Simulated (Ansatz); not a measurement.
# Stack of 1T-GeBr2 under 1T-SnO2, shifted by a third of the diagonal in a perpendicular field

Wanted: the out-of-plane response of the stack of 1T-GeBr2 under 1T-SnO2, shifted by a third of the diagonal. A positive field points along +c.

Calculated with Ansatz 0.2.0; plane-wave DFT, PBE-D3(BJ), Ansatz PAW, in the first sound run; inputs show where later runs differ.

This is a report of a sequence of runs, with most program output left out.

## 1. The starting structure

The cell holds 6 atoms: 2 Br, 1 Ge, 2 O and 1 Sn. Its edges and angles: a = 3.254 Å, b = 3.254 Å, c = 46.242 Å, α = 90.0°, β = 90.0°, γ = 120.0°. Regions: layer 1: 1T-GeBr2, 3 atoms (2 Br and 1 Ge); layer 2: 1T-SnO2, 3 atoms (2 O and 1 Sn). Vacuum lies along c.

Coordinates:

```cif
data_structure
_symmetry_space_group_name_H-M 'P 1'
_symmetry_Int_Tables_number 1
_cell_length_a 3.2544
_cell_length_b 3.2544
_cell_length_c 46.2419
_cell_angle_alpha 90.000
_cell_angle_beta 90.000
_cell_angle_gamma 120.000
_cell_volume 424.13
loop_
_atom_site_label
_atom_site_type_symbol
_atom_site_fract_x
_atom_site_fract_y
_atom_site_fract_z
_atom_site_occupancy
Br1 Br 0.66667 0.33333 0.41737 1
Ge2 Ge 0.00000 0.00000 0.44768 1
Br3 Br 0.33333 0.66667 0.47799 1
O4 O 0.00000 0.00000 0.54395 1
Sn5 Sn 0.33333 0.66667 0.56329 1
O6 O 0.66667 0.33333 0.58263 1
```

## 2. Relaxing the slab

The starting cell is a guess, so the in-plane lattice and the atoms are relaxed first, with the slab cut off from its images along the normal.

Contents of input.yaml:

```yaml
crystal:
  lattice:
    - [3.25437, 0.0, 0.0]
    - [-1.627185, 2.8183670933, 0.0]
    - [0.0, 0.0, 46.2419453464]
  atoms:
    - { symbol: Br, position: [0.6666666667, 0.3333333333, 0.4173699842] }
    - { symbol: Ge, position: [0.0, 0.0, 0.4476789488] }
    - { symbol: Br, position: [0.3333333333, 0.6666666667, 0.4779879133] }
    - { symbol: O, position: [0.0, 0.0, 0.5439453461] }
    - { symbol: Sn, position: [0.3333333333, 0.6666666667, 0.5632876809] }
    - { symbol: O, position: [0.6666666667, 0.3333333333, 0.5826300158] }
  periodic: [true, true, false]
kpoints:
  mp_grid: { grid: [12, 12, 1] }
hamiltonian:
  xc: pbe
  dispersion: d3bj
scf:
  occupations: { method: fermi_dirac, width: 0.05 }
  convergence: { dr2_threshold: 1.0e-09 }
relax:
  f_tol: 0.004
  max_steps: 90
  cell: {}
output:
  write_potential: true
  write_density: true
  volumetric_format: npy
```

On the command line:

```console
$ ansatz run input.yaml --threads 4 --pin off --max-ram 6144MiB --backend cpu --events-out ev --progress --plain --runs-dir out
```

Elapsed: 2.1 min, on 4 threads of Arm Neoverse V1, shared host; peak memory 0.91 GiB.

Step by step:

```csv
step,energy less that of the first step (eV),largest force component (eV/Å),volume (Å³)
1,0.0000,6.2250,424.13
2,-2.3839,3.3508,436.24
3,-3.4260,1.1865,449.66
4,-3.6614,0.1798,463.93
5,-3.6760,0.1044,467.91
6,-3.6792,0.0217,470.33
7,-3.6788,0.0616,470.81
8,-3.6791,0.0032,470.80
9*,-3.7162,0.0035,470.80
10,-3.7162,0.0093,473.42
11,-3.7161,0.0011,473.73
12*,-3.7173,0.0011,473.73
```

Relaxation steps marked * repeat the geometry before them on a plane-wave basis chosen anew for their cell, so energy and pressure can jump there. Relaxation step 7 was tried and not accepted.

Forces are held to the 6 operations that the run works with; a distortion that breaks them can't arise in this run.

```csv
cell as run,before,after,change
a (Å),3.254,3.439,+5.7 %
b (Å),3.254,3.439,+5.7 %
```

The atoms that moved most (Å, along periodic axes as changes of fractional coordinates times the final cell, across vacuum about the mean position):

```csv
atom,dx,dy,dz,length
Br1,0.000,0.000,-0.646,0.646
Br3,0.000,0.000,0.325,0.325
O6,0.000,0.000,0.179,0.179
Sn5,0.000,0.000,0.163,0.163
Ge2,0.000,0.000,-0.151,0.151
O4,0.000,0.000,0.130,0.130
```

Final coordinates:

```xyz
6
Lattice="3.4394 0.0000 0.0000 -1.7197 2.9786 0.0000 0.0000 0.0000 46.2419" Properties=species:S:1:pos:R:3
Br    1.7197    0.9929   18.6537
Ge    0.0000    0.0000   20.5501
Br    0.0000    1.9857   22.4282
O     0.0000    0.0000   25.2830
Sn    0.0000    1.9857   26.2107
O     1.7197    0.9929   27.1214
```

This step gave:

- energy at zero smearing: -17021.5445 eV

The lattice constant a goes from 3.254 to 3.439 Å.

## 3. Single point, field 0, start network

A sawtooth potential applies the field, turning back in the middle of the vacuum. With the dipole correction the typed value is the field outside the slab. The induced dipole is small, so the SCF threshold is tight.

The cell differs from the one that the last finished run ended in (c 46.242 → 26.468 Å).

Contents of input.yaml:

```yaml
crystal:
  lattice:
    - [3.4394105683, 0.0, 0.0]
    - [-1.7197052842, 2.9786169262, 0.0]
    - [0.0, 0.0, 26.4676989873]
  atoms:
    - { symbol: Br, position: [0.6666666667, 0.3333333333, 0.3400371148] }
    - { symbol: Ge, position: [0.0, 0.0, 0.4116878034] }
    - { symbol: Br, position: [0.3333333333, 0.6666666667, 0.482645854] }
    - { symbol: O, position: [0.0, 0.0, 0.5905038947] }
    - { symbol: Sn, position: [0.3333333333, 0.6666666667, 0.6255556969] }
    - { symbol: O, position: [0.6666666667, 0.3333333333, 0.6599628852] }
kpoints:
  mp_grid: { grid: [18, 18, 1] }
  band_path:
    path: [[0, 0, 0], [0.5, 0, 0], [0.33333333, 0.33333333, 0], [0, 0, 0]]
    npoints: 16
hamiltonian:
  xc: pbe
  dispersion: d3bj
scf:
  occupations: { method: fermi_dirac, width: 0.05 }
  convergence: { dr2_threshold: 1.0e-10 }
efield:
  axis: 3
  dipole_correction: true
  ramp_position: 0.97
  ramp_width: 0.06
  amplitude: 0
output:
  dos: { projected: true, e_range: [-6, 5] }
  bader: true
  write_potential: true
  write_density: true
  volumetric_format: npy
  elf: true
```

The job ended after 29 s (4 threads; peak memory 0.77 GiB).

This step gave:

```
energy at zero smearing            : -17021.5458 eV
dipole along the normal            : -0.04053 e·Å
gap along the path                 : 0.3801 eV
smallest direct gap along the path : 0.8364 eV
step between the vacuum levels     : 0.7158 eV
ionisation energy, upper face      : 6.299 eV
electron affinity, upper face      : 5.919 eV
ionisation energy, lower face      : 5.583 eV
gap, the smaller of path and mesh  : 0.3801 eV
```

Running mean over a fixed 2.8 Å (it still follows the layers) of the planar mean; the ramp of the sawtooth is left out. Table of electron's electrostatic potential energy less the Fermi level by z:

```csv
z (Å),electron's electrostatic potential energy less the Fermi level (eV)
3.5,5.33
4.0,5.33
4.5,5.33
5.0,5.33
5.5,5.32
6.0,5.29
6.5,5.15
7.0,4.42
7.5,2.08
8.0,-0.785
8.5,-2.45
9.0,-3.84
9.5,-5.87
10.0,-6.86
10.5,-5.49
11.0,-4.74
11.5,-6.33
12.0,-6.81
12.5,-5.02
13.0,-3.14
13.5,-1.93
14.0,-0.425
14.5,0.322
15.0,-0.0788
15.5,-1.21
16.0,-3.47
16.5,-4.92
17.0,-3.87
17.5,-1.46
18.0,0.214
18.5,2.10
19.0,4.55
19.5,5.77
20.0,6.00
20.5,6.04
21.0,6.04
21.5,6.04
22.0,6.04
22.5,6.05
23.0,6.05
```

The density of states has structure finer than the step of the table below, so its rows give means over 0.2 eV, whole bins alone (the curve runs from -6 to 2.11 eV). Peaks (eV: height): -4.46: 12.5, -3.33: 9.82, -2.83: 9.36, -2.64: 9.92, -2.20: 8.24, -1.84: 14.0, -1.75: 21.6.

Table of density of states by energy, zero at the Fermi level of the run, which the smearing sets inside the gap; means over each step:

```csv
energy (eV),density of states (states/eV a cell)
-5.8,1.21
-5.6,1.49
-5.4,3.63
-5.2,5.04
-5.0,3.39
-4.8,4.27
-4.6,3.66
-4.4,6.73
-4.2,3.73
-4.0,3.10
-3.8,2.98
-3.6,3.03
-3.4,6.80
-3.2,3.88
-3.0,3.78
-2.8,5.75
-2.6,5.50
-2.4,4.49
-2.2,5.22
-2.0,5.95
-1.8,11.2
-1.6,2.98
-1.4,3.60
-1.2,2.80
-1.0,1.31
-0.8,0.970
-0.6,1.05
-0.4,1.64
-0.2,0.601
0.0,0
0.2,0.168
0.4,0.250
0.6,0.259
0.8,0.282
1.0,0.302
1.2,0.338
1.4,0.385
1.6,0.547
1.8,3.44
2.0,3.29
```

Projected DOS per atom over height of the atomic layer and energy from the Fermi level. Layers: Br Ge Br O Sn O from below.

Values in states/eV, 22 rows by 6 columns, each cell a mean:
```
0.59 1.44 0.58 0.17 0.26 0.14
0.06 0.12 0.05 0.11 0.19 0.11
0.00 0.01 0.00 0.08 0.14 0.09
0.01 0.01 0.01 0.07 0.12 0.07
0.01 0.01 0.02 0.06 0.09 0.05
0.00 0.00 0.01 0.01 0.02 0.01
0.39 0.26 0.38 0.02 0.02 0.02
0.36 0.26 0.35 0.01 0.02 0.02
0.74 0.31 0.62 0.02 0.00 0.01
1.32 0.48 1.33 0.12 0.00 0.05
1.19 0.21 1.21 2.44 0.06 2.70
0.87 0.15 0.81 1.81 0.05 1.78
0.97 0.24 1.01 1.24 0.09 1.25
1.02 0.25 0.97 1.27 0.19 1.18
1.97 0.34 1.76 0.65 0.16 0.66
0.93 0.31 0.88 0.51 0.17 0.64
0.83 0.39 0.86 0.48 0.15 0.51
1.43 0.89 1.50 0.79 0.27 0.69
0.40 0.35 0.46 1.14 0.50 1.08
0.44 0.36 0.47 1.16 0.65 1.12
0.39 0.39 0.48 0.65 0.42 0.62
0.22 0.23 0.24 0.10 0.10 0.10
```
Columns: height of the atomic layer (Å) from 9 to 17.5 (not evenly spaced); rows upwards: energy from the Fermi level (eV) from -5.96 to 2.05.

Electronic bands along the path, in eV, zero at the Fermi level of the run, which the smearing sets inside the gap:

```csv
point,band 24,band 25,band 26,band 27,band 28,band 29,band 30,band 31
Γ,-1.14,-1.02,-1.02,-0.87,0.13,3.19,3.50,4.23
halfway,-1.99,-1.79,-1.43,-0.61,1.60,2.28,4.05,4.07
M,-2.18,-1.91,-1.84,-1.76,1.69,2.62,3.16,3.67
halfway,-2.77,-1.98,-1.78,-1.36,1.87,2.70,2.94,3.82
K,-3.15,-1.95,-1.75,-1.41,2.07,2.08,3.24,4.06
halfway,-2.27,-2.12,-1.72,-0.50,1.97,2.52,3.09,4.35
Γ,-1.14,-1.02,-1.02,-0.87,0.13,3.19,3.50,4.23
```

Electrostatic potential energy in the ca plane at fractional y = 0.000, with atoms of Ge and O within 0.2 Å of it. With pseudopotentials it is smooth inside the atoms' cores, unlike the true potential.

Ten even steps from '0' (-34 eV) to '9' (5 eV), each cell a mean:
```
99999999999999999999986100048999999940038999
99999999999999999999987411378999999995578889
99999999999999999998888766788888999999877789
99999999999999999987788888888778999998765678
99999999999999999987788988888778999998754578
99999999999999999988888888888888999999876678
99999999999999999999988644678899999998888889
99999999999999999999986200158999999971158899
99999999999999999999985000048999999930028999
```
Columns run along c (16.0 Å, from fractional 0.07 to 0.68 of the cell; values clipped at the 3rd and 97th percentile), rows up along a (3.4 Å). Atoms in or near the plane, at fractional coordinates: Ge at (0.41, 0.00), O at (0.59, 0.00).

Valence density in the ca plane at fractional y = 0.000, with atoms of Ge and O within 0.2 Å of it. It is the smooth field of the valence electrons, not physical close to the nuclei.

Values in units of 1e0 e/Å³, 5 rows by 16 columns, each cell a mean:
```
0.1 0.1 4.0 4.5 0.1 0.1 0.1 2.7 0.9 0.1 0.0 0.0 0.0 0.0 0.0 0.0
0.2 0.3 0.2 0.3 0.3 0.2 0.0 0.2 0.3 0.2 0.0 0.0 0.0 0.0 0.0 0.0
0.3 0.4 0.1 0.1 0.4 0.3 0.0 0.1 0.4 0.4 0.1 0.0 0.0 0.0 0.0 0.0
0.1 0.2 0.4 0.4 0.2 0.1 0.1 0.5 0.3 0.2 0.0 0.0 0.0 0.0 0.0 0.0
0.0 0.1 7.8 8.7 0.1 0.0 0.2 4.0 1.2 0.1 0.0 0.0 0.0 0.0 0.0 0.0
```
Columns run along c (16.0 Å, from fractional 0.31 to 0.91 of the cell), rows up along a (3.4 Å). Atoms in or near the plane, at fractional coordinates: Ge at (0.41, 0.00), O at (0.59, 0.00).

ELF in the ca plane at fractional y = 0.000, with atoms of Ge and O within 0.2 Å of it. It is the smooth field of the valence electrons, not physical close to the nuclei.

Ten even steps from '0' (0.00) to '9' (0.87), each cell a mean:
```
00001341024210000179878720000000000000000000
12332344443223310048987410000000000000000000
57876334443478752013543112321000000000000000
79998522223799984000111223553100000000000000
79998621114799985100011224654200000000000000
68987433333689873001222123442100000000000000
35654344543356531026775211111000000000000000
01111342234211100169988510000000000000000000
00001330114200000289758730000000000000000000
```
Columns run along c (16.0 Å, from fractional 0.31 to 0.91 of the cell), rows up along a (3.4 Å). Atoms in or near the plane, at fractional coordinates: Ge at (0.41, 0.00), O at (0.59, 0.00).

The gap is 0.38 eV, with the valence edge 6.30 eV and the conduction edge 5.92 eV under the upper vacuum level.

## 4. Single point, field 0.1 V/Å

Changes to input.yaml since step 3:

```diff
@@ -26,8 +26,6 @@
   dipole_correction: true
-  ramp_position: 0.97
-  ramp_width: 0.06
-  amplitude: 0
+  ramp_position: 0.938
+  ramp_width: 0.1035
+  amplitude: 0.1
 output:
-  dos: { projected: true, e_range: [-6, 5] }
-  bader: true
   write_potential: true
@@ -35,2 +33 @@
   volumetric_format: npy
-  elf: true
```

It took 21 s on 4 threads; peak memory 0.75 GiB.

The dipole is 0.0133 e·Å, 0.0538 e·Å from its value without field, and the gap 0.426 eV.

## 5. Atoms held, field -0.1 V/Å

Changes to input.yaml since step 4:

```diff
@@ -28,3 +28,3 @@
   ramp_width: 0.1035
-  amplitude: 0.1
+  amplitude: -0.1
 output:
```

It took 21 s on 4 threads; peak memory 0.75 GiB; 82 s of CPU time.

The dipole is -0.0946 e·Å, -0.0541 e·Å from its value without field, and the gap 0.339 eV.

## 6. Single point, field 0.5 V/Å

Changes to input.yaml since step 5:

```diff
@@ -26,5 +26,5 @@
   dipole_correction: true
-  ramp_position: 0.938
-  ramp_width: 0.1035
-  amplitude: -0.1
+  ramp_position: 0.8763
+  ramp_width: 0.227
+  amplitude: 0.5
 output:
```

Run time: 24 s. Hardware: 4 threads; peak memory 0.75 GiB.

The dipole is 0.226 e·Å, 0.266 e·Å from its value without field, and the gap 0.661 eV.

## 7. Atoms held, field -0.3 V/Å

Changes to input.yaml since step 6:

```diff
@@ -26,6 +26,8 @@
   dipole_correction: true
-  ramp_position: 0.8763
-  ramp_width: 0.227
-  amplitude: 0.5
+  ramp_position: 0.9353
+  ramp_width: 0.1089
+  amplitude: -0.3
 output:
+  dos: { projected: true, e_range: [-6, 5] }
+  bader: true
   write_potential: true
@@ -33 +35,2 @@
   volumetric_format: npy
+  elf: true
```

It took 31 s on 4 threads; peak memory 0.75 GiB; 2 min of CPU time.

The dipole is -0.204 e·Å, -0.163 e·Å from its value without field, and the gap 0.270 eV.

## 8. Response, atoms held

This step: plane-wave DFT, PBE-D3(BJ), Ansatz PAW; response to a field along the normal, atoms held (Ansatz 0.2.0).

The dipoles give the slope, and the difference of two potentials shows where the field is screened.

Numbers from this step:

* equivalent conductor thickness p/(ε₀AE): 9.530 Å
* distance between the outer atoms: 8.468 Å

Dipole of the cell against applied field:

```csv
applied field (V/Å),dipole of the cell (e·Å)
-0.300,-0.204
-0.100,-0.0946
0.000,-0.0405
0.100,0.0133
0.500,0.226
```

Local field over the applied field, running mean. From the potentials at -0.1 and 0.1 V/Å; running mean over 2.5 Å. Local field over applied field against z:

```csv
z (Å),local field over applied field
5,0.996
6,0.970
7,0.813
8,0.472
9,0.151
10,0.0428
11,0.0390
12,0.0340
13,0.0795
14,0.156
15,0.166
16,0.111
17,0.189
18,0.480
19,0.803
20,0.968
21,0.997
22,1.000
```

(Part 1 of 2 ends here.)

[Logs are printed without paths, hosts, clocks, repeated set-up lines and the standing remarks that a program may print on its own settings, such as how far it seeks lower states.]

[Hosts, paths, dates, database ids (printed as entryN), source tags and the programs' standing remarks are cut or masked in the printed files.]

[Maps of the electrostatic potential energy from Ansatz leave out the sawtooth potential of an applied field or a dipole correction, so their vacuum need not be flat; planar profiles and work functions include it.]

[The density of states shown here was stored with 400 of the rows of the run's finer table, so its peaks can read low, often by over a quarter, or be missed, and its means over a window can be off by a tenth or more.]
